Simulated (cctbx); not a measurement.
# LiAs2HPb3 with cctbx, script by script

Library: cctbx 2025.11. The data are simulated by the first script.

## 1. Simulate the data

run.py:

```python
from cctbx import adptbx, crystal, miller, sgtbx, xray
from cctbx.array_family import flex
from iotbx.shelx import hklf
from scitbx import matrix
import scitbx.random

cs = crystal.symmetry(unit_cell=(11.009, 4.111, 11.432, 90, 90, 90), space_group_symbol='Hall: -P 2ac 2n')  # Pnma
atoms = [  # label, site, U (iso, or U11 U22 U33 U12 U13 U23 in A^2), occupancy
    ("Pb1", (0.13, 0.75, 0.9393), (0.0070, 0.0077, 0.0112, 0.0000, -0.0004, 0.0000), 1),
    ("Pb2", (0.2998, 0.75, 0.1974), (0.0063, 0.0046, 0.0079, 0.0000, -0.0004, 0.0000), 1),
    ("Pb3", (0.4344, 0.75, 0.878), (0.0055, 0.0097, 0.0094, 0.0000, -0.0022, 0.0000), 1),
    ("As1", (0.0282, 0.75, 0.1765), (0.0087, 0.0079, 0.0070, 0.0000, 0.0003, 0.0000), 1),
    ("As2", (0.1837, 0.75, 0.5108), (0.0081, 0.0070, 0.0223, 0.0000, -0.0010, 0.0000), 1),
    ("Li1", (0.3678, 0.75, 0.6468), (0.0260, 0.0135, 0.0119, 0.0000, -0.0026, 0.0000), 1),
    ("H1", (0.2622, 0.75, 0.7741), 0.0258, 1),
]
xs = xray.structure(crystal_symmetry=cs)
for label, site, u, occ in atoms:
    u = adptbx.u_cif_as_u_star(cs.unit_cell(), u) if isinstance(u, tuple) else u
    xs.add_scatterer(xray.scatterer(label, site=site, u=u, occupancy=occ))
xs.set_inelastic_form_factors(1.54184, "sasaki")
xs.show_summary()
p1 = xs.expand_to_p1()
ms = miller.build_set(p1, anomalous_flag=True, d_min=0.8)
flex.set_random_seed(967711)
scitbx.random.set_random_seed(967711)
ms = ms.select(flex.random_double(ms.size()) < 0.7)
i = ms.structure_factors_from_scatterers(p1, algorithm="direct").f_calc().as_intensity_array().data()
i = i * 40000 / flex.max(i)
sig = flex.sqrt(i + flex.pow2(0.04 * i) + 15 ** 2)
noise = scitbx.random.variate(scitbx.random.normal_distribution())(i.size())
data = ms.array(data=i + sig * noise, sigmas=sig).set_observation_type_xray_intensity()
with open("data.hkl", "w") as f:
    data.export_as_shelx_hklf(f)
print("reflections written:", data.size(), " <I/sigma> = %.1f" % flex.mean(data.data() / data.sigmas()))
for h, a, b in list(data.sort("data"))[:12]:
    print("%4d%4d%4d %9.1f %7.1f" % (h + (a, b)))
```

```console
$ python run.py
```

```text
Number of scatterers: 7
At special positions: 7
Unit cell: (11.009, 4.111, 11.432, 90, 90, 90)
Space group: P n m a (No. 62)
reflections written: 2939  <I/sigma> = 12.5
   0  -2   0   40882.4  1612.5
   0   2   0   40211.1  1612.5
   0   1  -3   18978.8   753.2
   0  -4   0   16718.0   701.0
   4   0  -1   11663.5   480.8
  -4   0   1   10747.3   480.8
   0   3  -3   10148.3   392.6
  -6  -1   0   10045.0   387.4
   3   0   2    9672.0   368.6
   6   1   0    9624.2   387.4
   6  -1   0    9624.2   387.4
  -3   0   2    9365.8   368.6
```

It took 0.26 s on 1 thread of Arm Neoverse V2 (shared host), peak memory 0.07 GiB.

## 2. Symmetry

run.py:

```python
from cctbx import crystal, sgtbx, statistics
from cctbx.array_family import flex
from iotbx.shelx import hklf

p1 = crystal.symmetry(unit_cell=(11.009, 4.111, 11.432, 90, 90, 90), space_group_symbol="P 1")
raw = hklf.reader(file_name="data.hkl").as_miller_arrays(crystal_symmetry=p1, anomalous=True)[0]
print(raw.size(), "reflections to d = %.3f A" % raw.d_min())
isig = raw.data() / raw.sigmas()
print("centring   violations  <I/sigma> of those")
best = "P"
for c in "ABCIRF":
    a = raw.customized_copy(space_group_info=sgtbx.space_group_info("Hall: %s 1" % c)).sys_absent_flags().data()
    m = flex.mean(isig.select(a))
    print("%5s %10d of %5d %8.1f" % (c, (isig.select(a) > 4).count(True), a.count(True), m))
    if (isig.select(a) > 4).count(True) < 0.01 * a.count(True):
        best = c
raw = raw.select(~raw.customized_copy(space_group_info=sgtbx.space_group_info("Hall: %s 1" % best)).sys_absent_flags().data())
isig = raw.data() / raw.sigmas()
rows = []
for s in sgtbx.space_group_symbol_iterator():
    g = sgtbx.space_group(s)
    if g.conventional_centring_type_symbol() != best or not g.is_compatible_unit_cell(p1.unit_cell(), 1e-3, 0.02):
        continue
    rows.append((s, g))
print("Laue class    unique    Rint  (classes that these axes allow; Friedel mates merged)")
rint = {}
for s, g in rows:
    laue = g.build_derived_patterson_group()
    key = laue.type().hall_symbol()
    if key not in rint:
        m = raw.customized_copy(space_group_info=laue.info(), anomalous_flag=False).merge_equivalents()
        rint[key] = m.r_int()
        print("%-14s %6d %7.3f" % (laue.type().lookup_symbol(), m.array().size(), m.r_int()))
floor = min(rint.values())
good = [(s, g) for s, g in rows if rint[g.build_derived_patterson_group().type().hall_symbol()] < 2 * floor + 0.03]
top = max(g.build_derived_patterson_group().order_z() for s, g in good)
print("space group    extra absences  I>4sigma  <I/sigma>")
for s, g in good:
    laue = g.build_derived_patterson_group()
    if laue.order_z() != top:
        continue
    a = raw.customized_copy(space_group_info=g.info()).sys_absent_flags().data()
    a &= ~raw.customized_copy(space_group_info=laue.info()).sys_absent_flags().data()
    bad = (isig.select(a) > 4).count(True)
    if bad <= 0.03 * a.count(True):
        print("%-16s %8d %10d %9s  %s" % (s.universal_hermann_mauguin(), a.count(True), bad, "%.1f" % flex.mean(isig.select(a)) if a.count(True) else "-", "centric" if g.is_centric() else "acentric"))
laue = max(good, key=lambda t: t[1].build_derived_patterson_group().order_z())[1].build_derived_patterson_group()
f = raw.customized_copy(space_group_info=laue.info(), anomalous_flag=False).merge_equivalents().array().eliminate_sys_absent().f_sq_as_f()
f.set_observation_type_xray_amplitude()
bins = max(3, min(8, f.size() // 12))
f.setup_binner(n_bins=bins)
w = statistics.wilson_plot(f, {e: n / laue.order_z() for e, n in {'Pb': 12.0, 'As': 8.0, 'Li': 4.0, 'H': 4.0}.items()}, e_statistics=True)
print("Wilson B = %.2f A^2   <|E^2-1|> = %.3f (0.968 centric, 0.736 acentric)   E^2>4: %.1f %%" % (w.wilson_b, w.mean_e_sq_minus_1, w.percent_e_sq_gt_2))
print("shell (A)         n   <I/sigma>")
m = raw.customized_copy(space_group_info=laue.info(), anomalous_flag=False).merge_equivalents().array().eliminate_sys_absent()
for b in m.setup_binner(n_bins=bins).range_used():
    sel = m.binner().selection(b)
    print("%5.2f - %4.2f %6d %8.1f" % (min(m.binner().bin_d_range(b)[0] if m.binner().bin_d_range(b)[0] > 0 else 99, 99), m.binner().bin_d_range(b)[1], sel.count(True), flex.mean((m.data() / m.sigmas()).select(sel))))
```

```console
$ python run.py
```

```text
2939 reflections to d = 0.800 A
centring   violations  <I/sigma> of those
    A       1106 of  1462     12.5
    B       1097 of  1468     12.3
    C       1119 of  1476     12.6
    I       1100 of  1483     12.2
    R       1490 of  1971     12.6
    F       1661 of  2203     12.4
Laue class    unique    Rint  (classes that these axes allow; Friedel mates merged)
P -1             1910   0.030
P 1 2/m 1        1175   0.035
P 1 1 2/m        1105   0.035
P 2/m 1 1        1101   0.035
P m m m           667   0.039
space group    extra absences  I>4sigma  <I/sigma>
P 2 2 2                 0          0         -  acentric
P 2 2 21                8          0       0.4  acentric
P 21 2 2               11          0       0.6  acentric
P 2 21 2                5          0      -0.3  acentric
P 21 21 2              16          0       0.3  acentric
P 2 21 21              13          0       0.1  acentric
P 21 2 21              19          0       0.5  acentric
P 21 21 21             24          0       0.3  acentric
P m m 2                 0          0         -  acentric
P 2 m m                 0          0         -  acentric
P m 2 m                 0          0         -  acentric
P 21 m a               79          0       0.0  acentric
P m 2 a                79          0       0.0  acentric
P n m 21               76          0       0.2  acentric
P n 21 m               76          0       0.2  acentric
P n 21 a              155          0       0.1  acentric
P m m m                 0          0         -  centric
P m m a                79          0       0.0  centric
P n m m :1             76          0       0.2  centric
P n m m :2             76          0       0.2  centric
P n m a               155          0       0.1  centric
Wilson B = 0.61 A^2   <|E^2-1|> = 0.859 (0.968 centric, 0.736 acentric)   E^2>4: 1.8 %
shell (A)         n   <I/sigma>
11.43 - 1.60    103     21.2
 1.60 - 1.27     85     23.3
 1.27 - 1.11     83     26.7
 1.11 - 1.01     77     23.2
 1.01 - 0.94     85     22.8
 0.94 - 0.88     78     22.1
 0.88 - 0.84     72     25.5
 0.84 - 0.80     84     18.8
```

Time: 0.36 s.

## 3. Patterson map

run.py:

```python
from cctbx import crystal, maptbx
from iotbx.shelx import hklf

cs = crystal.symmetry(unit_cell=(11.009, 4.111, 11.432, 90, 90, 90), space_group_symbol='Hall: -P 2ac 2n')  # Pnma
raw = hklf.reader(file_name="data.hkl").as_miller_arrays(crystal_symmetry=cs, anomalous=True)[0]
merged = raw.eliminate_sys_absent().merge_equivalents()
fo2 = merged.array().set_observation_type_xray_intensity()
f = fo2.average_bijvoet_mates().f_sq_as_f()
pm = f.patterson_map(symmetry_flags=maptbx.use_space_group_symmetry, sharpening=False, resolution_factor=0.25)
peaks = pm.peak_search(parameters=maptbx.peak_search_parameters(min_distance_sym_equiv=0.4, max_clusters=14)).all()
top = peaks.heights()[0]
print("Patterson group", f.patterson_symmetry().space_group_info())
print("      u       v       w   height  length (A)")
for x, h in zip(peaks.sites(), peaks.heights()):
    y = [t - round(t) for t in x]
    print("%7.3f %7.3f %7.3f %8.1f %8.2f" % (x + (1000 * h / top, cs.unit_cell().length(y))))
```

```console
$ python run.py
```

```text
Patterson group P m m m
      u       v       w   height  length (A)
  0.000   0.000   0.000   1000.0     0.00
  0.432   0.500   0.158    207.4     5.49
  0.146   0.000   0.315    200.8     3.94
  0.265   0.500   0.085    180.3     3.69
  0.101   0.500   0.500    163.0     6.18
  0.236   0.500   0.178    156.1     3.89
  0.073   0.500   0.241    156.0     3.53
  0.302   0.000   0.056    153.5     3.39
  0.366   0.000   0.414    151.8     6.21
  0.368   0.500   0.500    151.2     7.30
  0.500   0.000   0.106    147.8     5.64
  0.236   0.500   0.500    145.1     6.61
  0.500   0.000   0.376    142.7     6.98
  0.064   0.500   0.441    141.0     5.49
```

Time: 0.26 s.

## 4. Charge flipping

run.py:

```python
import itertools
from cctbx import crystal, maptbx
from cctbx.array_family import flex
from iotbx.shelx import hklf
from smtbx.ab_initio import charge_flipping as cf

cs = crystal.symmetry(unit_cell=(11.009, 4.111, 11.432, 90, 90, 90), space_group_symbol='Hall: -P 2ac 2n')  # Pnma
raw = hklf.reader(file_name="data.hkl").as_miller_arrays(crystal_symmetry=cs, anomalous=True)[0]
merged = raw.eliminate_sys_absent().merge_equivalents()
fo2 = merged.array().set_observation_type_xray_intensity()
f = fo2.average_bijvoet_mates().f_sq_as_f().resolution_filter(d_min=0.8)
p1 = f.expand_to_p1()
p1.setup_binner_counting_sorted(reflections_per_bin=max(40, p1.size() // 12))
work = p1.array(data=p1.data() / p1.amplitude_quasi_normalisations().data())
flex.set_random_seed(87290)
it = cf.weak_reflection_improved_iterator(delta=None, weak_reflection_fraction=0.1)
it.start(work, phases=flex.random_double(p1.size()) * 6.2832, f_000=0)
it.delta = 1 * it.rho_map.sigma()
print("cycle      R  skewness")
for n, st in enumerate(itertools.islice(it, 300)):
    if n % 25 == 0:
        print("%5d %6.3f %8.2f" % (n, st.r1_factor(), st.rho_map.skewness()))
rho = p1.phase_transfer(it.f_calc).fft_map().apply_volume_scaling()
polish = cf.low_density_elimination_iterator(constant_rho_c=rho.sigma())
polish.start(f_obs=p1, phases=it.f_calc, f_000=0)
for _ in range(8):
    next(polish)
print("origin shift          correlation  skewness")
maps = []
for fc, shift, cc in itertools.islice(cf.f_calc_symmetrisations(f, polish.f_calc, 0), 4):
    m = f.phase_transfer(fc).fft_map(symmetry_flags=maptbx.use_space_group_symmetry, resolution_factor=0.25).apply_sigma_scaling()
    maps.append((m.skewness(), cc, m))
    print("%6.3f %6.3f %6.3f %10.3f %9.2f" % (tuple(shift) + (cc, m.skewness())))
skew, cc, m = max((t for t in maps if t[1] > maps[0][1] - 0.04), key=lambda t: t[0])
print("taken: symmetry correlation %.3f, skewness %.2f" % (cc, skew))
peaks = m.peak_search(parameters=maptbx.peak_search_parameters(min_distance_sym_equiv=0.9, max_clusters=12)).all()
sps = cs.special_position_settings(min_distance_sym_equiv=0.5)
print("peak      x       y       z  mult  height/sigma")
for k, (x, h) in enumerate(zip(peaks.sites(), peaks.heights())):
    ss = sps.site_symmetry(x)
    print("Q%-3d %7.4f %7.4f %7.4f %4d %8.1f" % ((k + 1,) + tuple(t % 1 for t in ss.exact_site()) + (ss.multiplicity(), h)))
```

```console
$ python run.py
```

```text
cycle      R  skewness
    0  0.634     0.17
   25  0.499     1.39
   50  0.478     4.22
   75  0.485     4.15
  100  0.469     4.19
  125  0.464     4.04
  150  0.463     4.27
  175  0.469     4.33
  200  0.463     4.38
  225  0.472     4.48
  250  0.463     4.50
  275  0.468     4.07
origin shift          correlation  skewness
 0.444  0.387  0.199      0.819      1.10
 0.445  0.391  0.088      0.802      1.08
 0.216  0.392  0.089      0.796      0.96
 0.443  0.391  0.032      0.800      1.16
taken: symmetry correlation 0.800, skewness 1.16
peak      x       y       z  mult  height/sigma
Q1    0.2000  0.2500  0.8940    4      8.0
Q2    0.0775  0.2500  0.2055    4      6.1
Q3    0.1621  0.7500  0.6884    4      6.0
Q4    0.0081  0.2500  0.5333    4      5.0
Q5    0.0493  0.7500  0.1046    4      4.6
Q6    0.0927  0.7500  0.0104    4      4.0
Q7    0.2530  0.2500  0.4355    4      3.9
Q8    0.0796  0.2500  0.0348    4      3.9
Q9    0.1374  0.2500  0.4686    4      3.7
Q10   0.1801  0.2500  0.6371    4      3.6
Q11   0.2285  0.7500  0.6262    4      3.6
Q12   0.0664  0.2500  0.3069    4      3.5
```

Time: 0.44 s.

## 5. Refinement (model from the peaks)

run.py:

```python
import math
from cctbx import adptbx, crystal, maptbx, sgtbx, xray
from cctbx.array_family import flex
from cctbx.xray import observations
from iotbx.shelx import hklf
from scitbx.lstbx import normal_eqns_solving
from smtbx import absolute_structure, utils
from smtbx.refinement import constraints, least_squares

cs = crystal.symmetry(unit_cell=(11.009, 4.111, 11.432, 90, 90, 90), space_group_symbol='Hall: -P 2ac 2n')  # Pnma
atoms = [  # label, site, U (iso, or U11 U22 U33 U12 U13 U23 in A^2), occupancy
    ("Pb1", (0.2, 0.25, 0.894), 0.0200, 1),
    ("Pb2", (0.0775, 0.25, 0.2055), 0.0200, 1),
    ("Pb3", (0.1621, 0.75, 0.6884), 0.0200, 1),
    ("As1", (0.0081, 0.25, 0.5333), 0.0200, 1),
    ("As2", (0.0493, 0.75, 0.1046), 0.0200, 1),
]
xs = xray.structure(crystal_symmetry=cs)
for label, site, u, occ in atoms:
    u = adptbx.u_cif_as_u_star(cs.unit_cell(), u) if isinstance(u, tuple) else u
    xs.add_scatterer(xray.scatterer(label, site=site, u=u, occupancy=occ))
xs.set_inelastic_form_factors(1.54184, "sasaki")
raw = hklf.reader(file_name="data.hkl").as_miller_arrays(crystal_symmetry=cs, anomalous=True)[0]
merged = raw.eliminate_sys_absent().merge_equivalents()
fo2 = merged.array().set_observation_type_xray_intensity()
print("Rint %.3f, %d unique reflections to %.2f A" % (merged.r_int(), fo2.size(), fo2.d_min()))
for sc in xs.scatterers():
    sc.flags.set_grad_site(True)
    sc.flags.set_grad_u_aniso(sc.flags.use_u_aniso())
    sc.flags.set_grad_u_iso(sc.flags.use_u_iso())
obs = fo2.as_xray_observations()
extra = {}
rep = constraints.reparametrisation(xs, [], utils.connectivity_table(xs), **extra)
ls = least_squares.crystallographic_ls(obs, rep, weighting_scheme=least_squares.mainstream_shelx_weighting(a=0, b=0))
print("cycle     R1     wR2    GooF  max shift (A)")
for cycle in range(6):
    ls.build_up()
    r1, wr2, goof = ls.r1_factor(cutoff_factor=2)[0], ls.wR2(), ls.goof()
    old = xs.sites_cart()
    normal_eqns_solving.levenberg_marquardt_iterations(ls, n_max_iterations=3, tau=0.0001, step_threshold=1e-7)
    big = flex.max((xs.sites_cart() - old).norms())
    print("%4d %7.4f %7.4f %7.3f %9.5f" % (cycle + 1, r1, wr2, goof, big))
    ls.build_up(objective_only=True)
    if abs(ls.wR2() - wr2) < 5e-5 and big < 5e-4:
        break
ls.build_up()
print("final R1 %.4f wR2 %.4f GooF %.3f  parameters %d  data/parameter %.1f" % (ls.r1_factor(cutoff_factor=2)[0], ls.wR2(), ls.goof(), ls.n_parameters, fo2.size() / ls.n_parameters))
cov = ls.covariance_matrix_and_annotations()
su = dict(zip(cov.annotations, (math.sqrt(max(v, 0)) for v in cov.matrix.matrix_packed_u_diagonal())))
a2 = cs.unit_cell().reciprocal_parameters()[0] ** -2
print("atom        x        y        z      Ueq    occ   su(xyz)  su(Uiso or U11)")
for sc in xs.scatterers():
    s = max(su.get(sc.label + k, 0) for k in (".x", ".y", ".z"))
    npd = "" if sc.is_positive_definite_u(cs.unit_cell()) else "  NPD"
    print("%-5s %8.5f %8.5f %8.5f %8.4f %6.3f %8.5f %7.4f%s" % ((sc.label,) + sc.site + (sc.u_iso_or_equiv(cs.unit_cell()), sc.occupancy, s, su.get(sc.label + ".uiso", su.get(sc.label + ".u11", 0) * a2), npd)))
fo = fo2.f_sq_as_f()
fc = fo.structure_factors_from_scatterers(xs, algorithm="direct").f_calc()
diff = fo.f_obs_minus_f_calc(1 / math.sqrt(ls.scale_factor()), fc).average_bijvoet_mates()
m = diff.fft_map(symmetry_flags=maptbx.use_space_group_symmetry, resolution_factor=0.25).apply_volume_scaling()
print("difference map: max %.2f min %.2f rms %.2f" % (m.statistics().max(), m.statistics().min(), m.statistics().sigma()))
peaks = m.peak_search(parameters=maptbx.peak_search_parameters(min_distance_sym_equiv=0.6, max_clusters=7)).all()
near = xs.closest_distances(peaks.sites(), distance_cutoff=4)
sps = cs.special_position_settings(min_distance_sym_equiv=0.5)
for k, (x, h) in enumerate(zip(peaks.sites(), peaks.heights())):
    ss = sps.site_symmetry(x)
    print("Q%-3d %7.4f %7.4f %7.4f %4d %7.2f  %.2f A from %s" % ((k + 1,) + tuple(t % 1 for t in ss.exact_site()) + (ss.multiplicity(), h, near.smallest_distances[k], xs.scatterers()[near.i_seqs[k]].label)))
```

```console
$ python run.py
```

```text
Rint 0.038, 602 unique reflections to 0.80 A
cycle     R1     wR2    GooF  max shift (A)
   1  0.6677  0.9058  27.932   0.31542
   2  0.5503  0.8356  25.767   0.07094
   3  0.5534  0.8382  25.847   0.11797
   4  0.5550  0.8374  25.822   0.07807
   5  0.6085  0.8817  27.188   0.08786
   6  0.5549  0.8391  25.875   0.25794
final R1 0.5961 wR2 0.8664 GooF 26.717  parameters 15  data/parameter 40.1
atom        x        y        z      Ueq    occ   su(xyz)  su(Uiso or U11)
Pb1    0.19637  0.25000  0.87879   0.0001  1.000  0.00237  0.0060
Pb2    0.07048  0.25000  0.20640   0.0001  1.000  0.00215  0.0060
Pb3    0.16118  0.75000  0.68683   0.0001  1.000  0.00237  0.0060
As1   -0.00543  0.25000  0.53157   0.0001  1.000  0.00641  0.0128
As2    0.08051  0.75000  0.11910   0.0001  1.000  0.00633  0.0144
difference map: max 306.15 min -164.91 rms 29.84
Q1    0.0721  0.2500  0.2154    4  311.92  0.10 A from Pb2
Q2    0.1924  0.2500  0.8797    4  286.08  0.04 A from Pb1
Q3    0.1534  0.7500  0.6744    4  257.05  0.17 A from Pb3
Q4    0.9961  0.2500  0.5608    4  250.92  0.33 A from As1
Q5    0.2508  0.2500  0.9486    4  188.85  1.00 A from Pb1
Q6    0.1204  0.2500  0.6815    4  141.53  2.10 A from Pb3
Q7    0.1062  0.7500  0.0401    4  137.66  0.95 A from As2
```

Time: 0.64 s.

Figures of merit this high mean that the model is still wrong or incomplete.

[Logs are printed without paths, hosts, clocks, repeated set-up lines and the standing remarks that a program may print on its own settings, such as how far it seeks lower states.]
